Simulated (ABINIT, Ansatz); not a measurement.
# How the form of the self-energy moves the gap of CsLiMoO4 (F-43m)

Wanted: the gap of CsLiMoO4 (F-43m) under several approximations, with cost.

Method: LDA and many-body steps on it, plane waves, in ABINIT 10.8.3.

**1. The starting structure**

It takes space group F-43m (No. 216, cubic). Conventional cell: a = 8.392 Å, b = 8.392 Å, c = 8.392 Å, α = 90.00°, β = 90.00°, γ = 90.00°. Cs has 12 O at 3.49 Å nearest. Nearest to Li lie 4 O at 1.87 Å. Mo has 4 O at 1.76 Å nearest. O has 1 Mo at 1.76 Å and 1 Li at 1.87 Å and 3 Cs at 3.49 Å nearest. Farther neighbours and most contacts between anions are not listed.

The cell and positions are those that the Materials Project relaxed with its own functionals (PBE, PBE+U or r2SCAN), kept fixed. Spin-orbit coupling is left out unless a step names it.

**2. Empty states on the mesh, 2×2×2 mesh, 291 bands**

This step: ABINIT 10.8.3; DFT, LDA, plane waves, norm-conserving pseudopotentials.

The sums over transitions need many empty states on a uniform mesh; this step solves for them.

File run.abi:

```
acell 3*1.0 Angstrom
rprim 
  0.000000000000 4.196030970000 4.196030970000
  4.196030970000 -0.000000000000 4.196030970000
  4.196030970000 4.196030970000 0.000000000000
ntypat 4
znucl 55 3 42 8
natom 7
typat 1 2 3 4 4 4 4
xred 
  0.750000000000 0.750000000000 0.750000000000
  0.500000000000 0.500000000000 0.500000000000
  0.250000000000 0.250000000000 0.250000000000
  0.886367480000 0.371210840000 0.371210840000
  0.371210840000 0.371210840000 0.886367480000
  0.371210840000 0.886367480000 0.371210840000
  0.371210840000 0.371210840000 0.371210840000
pp_dirpath "pseudos"
pseudos "Cs.upf, Li.upf, Mo.upf, O.upf"
ecut 36
ngkpt 2 2 2
nshiftk 1
shiftk 0 0 0
kptopt 1
chksymbreak 0
iscf -2
irdden 1
istwfk *1
nband 291
nbdbuf 26
tolwfr 1e-09
nstep 60
prtvol 0
indata_prefix "in"
outdata_prefix "out"
tmpdata_prefix "tmp"
```

Started as:

```sh
OMP_NUM_THREADS=1 mpirun -n 4 abinit run.abi > log
```

Numbers of over 12 decimals in the logs are rounded to 6 here.

Output:

```text
.Version 10.8.3 of ABINIT. v10.8.2 released Aug 2026.

 Symmetries : space group F-4 3 m (#216); Bravais cF (face-center cubic)
[... echo of the input left out ...]
== DATASET  1 ==================================================================
-   mpi_nproc: 4, omp_nthreads: 1 (-1 if OMP is not activated)
-    --> not optimal distribution: autoparal keyword recommended in input file <--

--- !DatasetInfo
iteration_state: {dtset: 1, }
dimensions: {natom: 7, nkpt: 3, mband: 291, nsppol: 1, nspinor: 1, nspden: 1, mpw: 10326, }
cutoff_energies: {ecut:  36.0, pawecutdg:  -1.0, }
[...]
2.78193    2.79857    2.79857    2.79971    2.79971    2.79971    2.80552    2.80552
   2.80552    2.84747    2.86168    2.86169    2.86169    2.86404    2.86405    2.86405
   2.93171    2.93318    2.93867
 prteigrs : prtvol=0 or 1, do not print more k-points.

== END DATASET(S) ==============================================================
================================================================================

 -outvars: echo values of variables after computation  --------
            nband         291
             nkpt           3
          spgroup         216
 [... the other variables as echoed above ...]

 Calculation completed.
```

Wall time 3 min (4 MPI ranks of Arm Neoverse V1, shared host); peak memory 0.52 GiB; 12 min of CPU time.

This step gave:

```yaml
gap: 4.433 eV
k_of_the_valence_top: 0.5, 0, 0
k_of_the_conduction_bottom: 0.5, 0.5, 0
least_direct_gap: 4.493 eV
k_points_computed: 3
lowest_point_of_the_top_converged_band_above_the_valence_top: 74.3421 eV
```

On this mesh the gap is 4.433 eV.

The density comes from a self-consistent run that is not shown.

**3. Screening, 2×2×2 mesh, 122 bands, screening to 114.3 eV**

The RPA dielectric matrix is built and inverted for each q.

This step: RPA screening on LDA, plane waves, norm-conserving pseudopotentials.

Edit run.abi of step 2 so:

```diff
@@ -25,10 +25,11 @@
 chksymbreak 0
-iscf -2
-irdden 1
 istwfk *1
-nband 291
-nbdbuf 26
-tolwfr 1e-09
-nstep 60
-prtvol 0
+occopt 1
+irdwfk 1
+optdriver 3
+nband 122
+ecuteps 4.2
+inclvkb 2
+awtr 1
+symchi 1
 indata_prefix "in"
```

Output:

```text
.Version 10.8.3 of ABINIT. v10.8.2 released Aug 2026.

 Symmetries : space group F-4 3 m (#216); Bravais cF (face-center cubic)
[... echo of the input left out ...]
== DATASET  1 ==================================================================
-   mpi_nproc: 4, omp_nthreads: 1 (-1 if OMP is not activated)

--- !DatasetInfo
iteration_state: {dtset: 1, }
dimensions: {natom: 7, nkpt: 3, mband: 122, nsppol: 1, nspinor: 1, nspden: 1, mpw: 10326, }
cutoff_energies: {ecut:  36.0, pawecutdg:  -1.0, }
electrons: {nelect:   5.00000000E+01, charge:   0.00000000E+00, occopt:   1.00000000E+00, tsmear:   1.00000000E-02, }

 SCREENING: Calculation of the susceptibility and dielectric matrices

 Based on a program developped by R.W. Godby, V. Olevano, G. Onida, and L. Reining.
 Incorporated in ABINIT by V. Olevano, G.-M. Rignanese, and M. Torrent.
.Using double precision arithmetic ; gwpc =  8

[... cell and pseudopotentials left out ...]
--------------------------------------------------------------------------------

 ==== K-mesh for the wavefunctions ====
 Number of points in the irreducible wedge :     3
[... list of points left out ...]
 Together with 24 symmetry operations and time-reversal symmetry
 yields     8 points in the full Brillouin Zone.

 ==== Q-mesh for the screening function ====
 Number of points in the irreducible wedge :     3
[... list of points left out ...]
 Together with 24 symmetry operations and time-reversal symmetry
 yields     8 points in the full Brillouin Zone.

 setmesh: FFT mesh size selected  =    45x   45x   45
          total number of points  =        91125

 vcoul_init : cutoff-mode = AUXILIARY_FUNCTION
 q-points for optical limit:   1
     1)      0.000010    0.000020    0.000030

- screening: taking advantage of time-reversal symmetry
- Maximum band index for partially occupied states nbvw = 25
- Remaining bands to be divided among processors   nbcw = 97
- Number of bands treated by each node ~24

 Number of electrons calculated from density =   50.0000; Expected =   50.0000
 average of density, n =  0.050145
 r_s =    1.6823
 omega_plasma =   21.6008 [eV]

 calculating chi0 at frequencies [eV] :
  1    0.000000E+00    0.000000E+00
  2    0.000000E+00    2.160077E+01

--------------------------------------------------------------------------------
  q-point number  1        q = ( 0.000000, 0.000000, 0.000000) [r.l.u.]
--------------------------------------------------------------------------------
[... chi0 elements left out ...]
 For q-point:  0.000010 0.000020 0.000030
  dielectric constant =   2.4829
  dielectric constant without local fields =   3.3158

  Average fulfillment of the sum rule on Im[epsilon] for q-point    1 :     51.01  [%]
[... wings left out ...]
  q-point number  2        q = ( 0.500000, 0.000000, 0.000000) [r.l.u.]
--------------------------------------------------------------------------------
[... chi0 elements left out ...]
  Average fulfillment of the sum rule on Im[epsilon] for q-point    2 :     58.21  [%]

 [... 1 further q-points ...]
```

It took 34 s on 4 MPI ranks; peak memory 1.8 GiB; 2.3 min of CPU time.

Numbers from this step:

```yaml
eps_infinity_with_local_fields_on_this_mesh_along_the_program_s_q_direction: 2.483
the_same_without_local_fields: 3.316
plasma_frequency: 21.60 eV
plane_waves_in_the_screening_matrix: 411
```

Local fields lower ε∞ by 25 %. On a Γ-centred mesh this coarse the value itself is usually too large, while a short band sum pulls it down.

**4. G0W0, Godby-Needs plasmon pole**

The self-energy is evaluated for the states that the input lists, and the levels follow from it, in one-shot runs by the linearised quasiparticle equation.

This step: G0W0 on LDA, plane waves, norm-conserving pseudopotentials.

Edit run.abi of step 3 so:

```diff
@@ -28,8 +28,19 @@
 irdwfk 1
-optdriver 3
+optdriver 4
 nband 122
+gwcalctyp 0
+ecutsigx 36
+symsigma 1
+nkptgw 3
+kptgw 
+  0.5000000000 0.0000000000 0.0000000000
+  0.5000000000 0.5000000000 0.0000000000
+  0.0000000000 0.0000000000 0.0000000000
+bdgw 
+  23 27
+  24 27
+  23 28
 ecuteps 4.2
-inclvkb 2
-awtr 1
-symchi 1
+irdscr 1
+ppmodel 1
 indata_prefix "in"
```

Output:

```text
.Version 10.8.3 of ABINIT. v10.8.2 released Aug 2026.

 Symmetries : space group F-4 3 m (#216); Bravais cF (face-center cubic)
[... echo of the input left out ...]
== DATASET  1 ==================================================================
-   mpi_nproc: 4, omp_nthreads: 1 (-1 if OMP is not activated)

--- !DatasetInfo
iteration_state: {dtset: 1, }
dimensions: {natom: 7, nkpt: 3, mband: 122, nsppol: 1, nspinor: 1, nspden: 1, mpw: 10326, }
cutoff_energies: {ecut:  36.0, pawecutdg:  -1.0, }
electrons: {nelect:   5.00000000E+01, charge:   0.00000000E+00, occopt:   1.00000000E+00, tsmear:   1.00000000E-02, }

 SIGMA: Calculation of the GW corrections

 Based on a program developped by R.W. Godby, V. Olevano, G. Onida, and L. Reining.
 Incorporated in ABINIT by V. Olevano, G.-M. Rignanese, and M. Torrent.
.Using double precision arithmetic ; gwpc =  8

[... cell and pseudopotentials left out ...]
--------------------------------------------------------------------------------

 ==== K-mesh for the wavefunctions ====
 Number of points in the irreducible wedge :     3
[... list of points left out ...]
 Together with 24 symmetry operations and time-reversal symmetry
 yields     8 points in the full Brillouin Zone.

 ==== Q-mesh for screening function ====
 Number of points in the irreducible wedge :     3
[... list of points left out ...]
 Together with 24 symmetry operations and time-reversal symmetry
 yields     8 points in the full Brillouin Zone.

 vcoul_init : cutoff-mode = AUXILIARY_FUNCTION
 q-points for optical limit:   1
     1)      0.000010    0.000020    0.000030
 setmesh: FFT mesh size selected  =    64x   64x   64
          total number of points  =       262144

 Number of electrons calculated from density =   50.0000; Expected =   50.0000
 average of density, n =  0.050145
 r_s =    1.6823
 omega_plasma =   21.6008 [eV]

 === KS Band Gaps ===
  >>>> For spin  1
   Minimum direct gap =   4.4927 [eV], located at k-point      :   0.0000  0.0000  0.0000
   Fundamental gap    =   4.4330 [eV], Top of valence bands at :   0.5000  0.0000  0.0000
                                       Bottom of conduction at :   0.5000  0.5000  0.0000
 SIGMA fundamental parameters:
 PLASMON POLE MODEL  1
 number of plane-waves for SigmaX                10177
 number of plane-waves for SigmaC and W            411
 number of plane-waves for wavefunctions         10177
 number of bands                                   122
 number of independent spin polarizations            1
 number of spinorial components                      1
 number of k-points in IBZ                           3
 number of q-points in IBZ                           3
 number of symmetry operations                      24
 number of k-points in BZ                            8
 number of q-points in BZ                            8
 number of frequencies for dSigma/dE                 9
 frequency step for dSigma/dE [eV]                0.25
 number of omega for Sigma on real axis              0
 max omega for Sigma on real axis  [eV]           0.00
 zcut for avoiding poles [eV]                     0.10

 EPSILON^-1 parameters (SCR file):
 dimension of the eps^-1 matrix on file            411
 dimension of the eps^-1 matrix used               411
 number of plane-waves for wavefunctions         10177
 number of bands                                   122
 number of q-points in IBZ                           3
 number of frequencies                               2
 number of real frequencies                          1
 number of imag frequencies                          1

 matrix elements of self-energy operator (all in [eV])

 Perturbative Calculation

--- !SelfEnergy_ee
iteration_state: {dtset: 1, }
kpoint     : [   0.500,    0.000,    0.000, ]
spin       : 1
KS_gap     :    4.811
QP_gap     :    7.979
Delta_QP_KS:    3.168
data: !SigmaeeData |
     Band     E0 <VxcDFT>   SigX SigC(E0)      Z dSigC/dE  Sig(E)    E-E0       E
       23  -0.533 -18.332 -23.077   4.117   0.776  -0.288 -18.820  -0.488  -1.020
       24  -0.533 -18.332 -23.077   4.117   0.776  -0.288 -18.820  -0.488  -1.020
       25  -0.050 -19.196 -23.868   4.151   0.775  -0.291 -19.599  -0.404  -0.454
       26   4.761 -19.233 -13.701  -2.113   0.809  -0.237 -16.469   2.764   7.525
       27   4.761 -19.233 -13.701  -2.113   0.809  -0.237 -16.469   2.764   7.525

--- !SelfEnergy_ee
iteration_state: {dtset: 1, }
kpoint     : [   0.500,    0.500,    0.000, ]
spin       : 1
KS_gap     :    4.791
QP_gap     :    7.848
Delta_QP_KS:    3.058
data: !SigmaeeData |
     Band     E0 <VxcDFT>   SigX SigC(E0)      Z dSigC/dE  Sig(E)    E-E0       E
       24  -0.408 -18.609 -23.316   4.112   0.777  -0.288 -19.072  -0.462  -0.870
[...]
--- !SelfEnergy_ee
iteration_state: {dtset: 1, }
kpoint     : [   0.000,    0.000,    0.000, ]
spin       : 1
KS_gap     :    4.493
QP_gap     :    6.162
Delta_QP_KS:    1.669
data: !SigmaeeData |
     Band     E0 <VxcDFT>   SigX SigC(E0)      Z dSigC/dE  Sig(E)    E-E0       E
[...]
26   4.438  -6.987  -2.967  -2.585   0.881  -0.134  -5.722   1.265   5.703
       27   4.580 -18.723 -13.157  -2.206   0.812  -0.232 -15.995   2.728   7.308
       28   4.580 -18.723 -13.157  -2.206   0.812  -0.232 -15.995   2.728   7.308

 New Fermi energy :        9.636512E-02 Ha ,    2.622228E+00 eV

 === QP Band Gaps ===
  >>>> For spin  1
   Minimum direct gap =   6.1615 [eV], located at k-point      :   0.0000  0.0000  0.0000
   Fundamental gap    =   6.1562 [eV], Top of valence bands at :   0.5000  0.0000  0.0000
                                       Bottom of conduction at :   0.0000  0.0000  0.0000

== END DATASET(S) ==============================================================
================================================================================

 -outvars: echo values of variables after computation  --------
           etotal      0.0000000000E+00
            nband         122
             nkpt           3
          spgroup         216
 [... the other variables as echoed above ...]

 Calculation completed.
```

Wall time 21 s (4 MPI ranks); peak memory 1.3 GiB; 85 s of CPU time.

This step gave:

* G0W0 gap on the points computed: 6.157 eV
* starting gap on the mesh: 4.433 eV
* k of the valence top: 0.5, 0, 0
* k of the conduction bottom: 0, 0, 0
* Z at the valence top: 0.775
* Z at the conduction bottom: 0.881
* least direct G0W0 gap on the computed points: 6.162 eV

The gap on the mesh goes from 4.43 eV to 6.16 eV, a correction of +1.72 eV.

**5. G0W0, Hybertsen-Louie plasmon pole**

Edit run.abi of step 4 so:

```diff
@@ -44,3 +44,3 @@
 irdscr 1
-ppmodel 1
+ppmodel 2
 indata_prefix "in"
```

Output:

```text
.Version 10.8.3 of ABINIT. v10.8.2 released Aug 2026.

 Symmetries : space group F-4 3 m (#216); Bravais cF (face-center cubic)
[... echo of the input left out ...]
== DATASET  1 ==================================================================
-   mpi_nproc: 4, omp_nthreads: 1 (-1 if OMP is not activated)

--- !DatasetInfo
iteration_state: {dtset: 1, }
dimensions: {natom: 7, nkpt: 3, mband: 122, nsppol: 1, nspinor: 1, nspden: 1, mpw: 10326, }
cutoff_energies: {ecut:  36.0, pawecutdg:  -1.0, }
electrons: {nelect:   5.00000000E+01, charge:   0.00000000E+00, occopt:   1.00000000E+00, tsmear:   1.00000000E-02, }

 SIGMA: Calculation of the GW corrections

 Based on a program developped by R.W. Godby, V. Olevano, G. Onida, and L. Reining.
 Incorporated in ABINIT by V. Olevano, G.-M. Rignanese, and M. Torrent.
.Using double precision arithmetic ; gwpc =  8

[... cell and pseudopotentials left out ...]
--------------------------------------------------------------------------------

 ==== K-mesh for the wavefunctions ====
 Number of points in the irreducible wedge :     3
[... list of points left out ...]
 Together with 24 symmetry operations and time-reversal symmetry
 yields     8 points in the full Brillouin Zone.

 ==== Q-mesh for screening function ====
 Number of points in the irreducible wedge :     3
[... list of points left out ...]
 Together with 24 symmetry operations and time-reversal symmetry
 yields     8 points in the full Brillouin Zone.

 vcoul_init : cutoff-mode = AUXILIARY_FUNCTION
 q-points for optical limit:   1
     1)      0.000010    0.000020    0.000030
 setmesh: FFT mesh size selected  =    64x   64x   64
          total number of points  =       262144

 Number of electrons calculated from density =   50.0000; Expected =   50.0000
[...]
Perturbative Calculation

--- !SelfEnergy_ee
iteration_state: {dtset: 1, }
kpoint     : [   0.500,    0.000,    0.000, ]
spin       : 1
KS_gap     :    4.811
QP_gap     :    8.678
Delta_QP_KS:    3.867
data: !SigmaeeData |
     Band     E0 <VxcDFT>   SigX SigC(E0)      Z dSigC/dE  Sig(E)    E-E0       E
       23  -0.533 -18.332 -23.077   3.623   0.858  -0.165 -19.295  -0.963  -1.495
       24  -0.533 -18.332 -23.077   3.623   0.858  -0.165 -19.295  -0.963  -1.495
       25  -0.050 -19.196 -23.868   3.688   0.857  -0.167 -20.039  -0.843  -0.893
[...]
--- !SelfEnergy_ee
iteration_state: {dtset: 1, }
kpoint     : [   0.500,    0.500,    0.000, ]
spin       : 1
KS_gap     :    4.791
QP_gap     :    8.508
Delta_QP_KS:    3.717
data: !SigmaeeData |
     Band     E0 <VxcDFT>   SigX SigC(E0)      Z dSigC/dE  Sig(E)    E-E0       E
[...]
--- !SelfEnergy_ee
iteration_state: {dtset: 1, }
kpoint     : [   0.000,    0.000,    0.000, ]
spin       : 1
KS_gap     :    4.493
QP_gap     :    6.479
Delta_QP_KS:    1.987
data: !SigmaeeData |
     Band     E0 <VxcDFT>   SigX SigC(E0)      Z dSigC/dE  Sig(E)    E-E0       E
[...]
27   4.580 -18.723 -13.157  -2.160   0.874  -0.144 -15.745   2.978   7.558
       28   4.580 -18.723 -13.157  -2.160   0.874  -0.144 -15.745   2.978   7.558

 New Fermi energy :        9.253216E-02 Ha ,    2.517928E+00 eV

 === QP Band Gaps ===
  >>>> For spin  1
   Minimum direct gap =   6.4792 [eV], located at k-point      :   0.0000  0.0000  0.0000
   Fundamental gap    =   6.4722 [eV], Top of valence bands at :   0.5000  0.0000  0.0000
                                       Bottom of conduction at :   0.0000  0.0000  0.0000

== END DATASET(S) ==============================================================
================================================================================

 -outvars: echo values of variables after computation  --------
           etotal      0.0000000000E+00
            nband         122
             nkpt           3
          spgroup         216
 [... the other variables as echoed above ...]

 Calculation completed.
```

Run time: 20 s. Hardware: 4 MPI ranks; peak memory 1.2 GiB; 81 s of CPU time.

Numbers from this step:

| Item | Value |
| --- | --- |
| G0W0 gap on the points computed | 6.472 eV |
| starting gap on the mesh | 4.433 eV |
| k of the valence top | 0.5, 0, 0 |
| k of the conduction bottom | 0, 0, 0 |
| Z at the valence top | 0.857 |
| Z at the conduction bottom | 0.909 |
| least direct G0W0 gap on the computed points | 6.479 eV |

Against G0W0 in ABINIT (2×2×2 mesh, 122 bands, screening to 114.3 eV, Godby-Needs plasmon pole), the gap moves by +0.315 eV.

**6. G0W0, Engel-Farid plasmon pole**

Edit run.abi of step 5 so:

```diff
@@ -44,3 +44,3 @@
 irdscr 1
-ppmodel 2
+ppmodel 4
 indata_prefix "in"
```

Output:

```text
.Version 10.8.3 of ABINIT. v10.8.2 released Aug 2026.

 Symmetries : space group F-4 3 m (#216); Bravais cF (face-center cubic)
[... echo of the input left out ...]
== DATASET  1 ==================================================================
-   mpi_nproc: 4, omp_nthreads: 1 (-1 if OMP is not activated)

--- !DatasetInfo
iteration_state: {dtset: 1, }
dimensions: {natom: 7, nkpt: 3, mband: 122, nsppol: 1, nspinor: 1, nspden: 1, mpw: 10326, }
cutoff_energies: {ecut:  36.0, pawecutdg:  -1.0, }
[...]
Minimum direct gap =   6.1540 [eV], located at k-point      :   0.0000  0.0000  0.0000
   Fundamental gap    =   6.1484 [eV], Top of valence bands at :   0.5000  0.0000  0.0000
                                       Bottom of conduction at :   0.0000  0.0000  0.0000

== END DATASET(S) ==============================================================
================================================================================

 -outvars: echo values of variables after computation  --------
           etotal      0.0000000000E+00
            nband         122
             nkpt           3
          spgroup         216
 [... the other variables as echoed above ...]

 Calculation completed.
```

Wall time 12 s (4 MPI ranks); peak memory 1.2 GiB; 49 s of CPU time.

This step gave:

```
G0W0 gap on the points computed              : 6.148 eV
starting gap on the mesh                     : 4.433 eV
k of the valence top                         : 0.5, 0, 0
k of the conduction bottom                   : 0, 0, 0
least direct G0W0 gap on the computed points : 6.154 eV
```

Against G0W0 in ABINIT (2×2×2 mesh, 122 bands, screening to 114.3 eV, Godby-Needs plasmon pole), the gap moves by −0.009 eV.

(Part 1 of 2 ends here.)

[Paths, hosts, dates, memory and timing lines, banners, echoed tables and standing remarks are left out of the program output.]

[Logs are printed without paths, hosts, clocks, repeated set-up lines and the standing remarks that a program may print on its own settings, such as how far it seeks lower states.]

[Runs of the session that timed out or met a known fault of the program may be left out.]

[Hosts, paths, dates, database ids (printed as entryN), source tags and the programs' standing remarks are cut or masked in the printed files.]

[G0W0 gaps are taken among the corrected bands and points alone; a level outside them can change the order at an edge.]

[Where Ansatz stands beside ABINIT at settings called matched, ABINIT's density can come from a denser mesh and the files from another edition; pairs whose starting gaps differed by over 0.03 eV were left out, so agreement reads better than it is.]
